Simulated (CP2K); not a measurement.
The N K edge of pyridine monohydrate was computed by TDDFT (CP2K XAS_TDP, aug-cc-pVDZ, TDA) at these levels: PBE0, PBEh(45%) and PBEh(45%) + GW2X. The first three lines of N4 (bonded to 2 C, takes 1 H bond) with a strength over 0.0015, energy in eV and strength:

```csv
run,first,second,third
1,388.34 (0.039),393.52 (0.007),393.77 (0.003)
2,394.98 (0.050),400.21 (0.002),401.79 (0.006)
3,399.61 (0.050),404.85 (0.002),406.43 (0.006)
```

Question: Which run is which?

Run 1: PBE0 (25 % exact exchange). Run 2: PBEh(45%) (45 % exact exchange). Run 3: PBEh(45%) + GW2X (45 % exact exchange). Self-interaction lifts the core level, so the uncorrected lines rise with the share of exact exchange. The GW2X run keeps the spacings of its parent: 5.24 eV between the first two lines in run 3, 5.23 eV in run 2. Its shift is +4.63 eV, since the Kohn–Sham level at this share of exchange lies that far above the quasiparticle level.

[Banner, clock and machine lines of the logs are left out without a mark of their own.]

[Logs are printed without paths, hosts, clocks, repeated set-up lines and the standing remarks that a program may print on its own settings, such as how far it seeks lower states.]

[Hosts, paths, dates, database ids (printed as entryN), source tags and the programs' standing remarks are cut or masked in the printed files.]
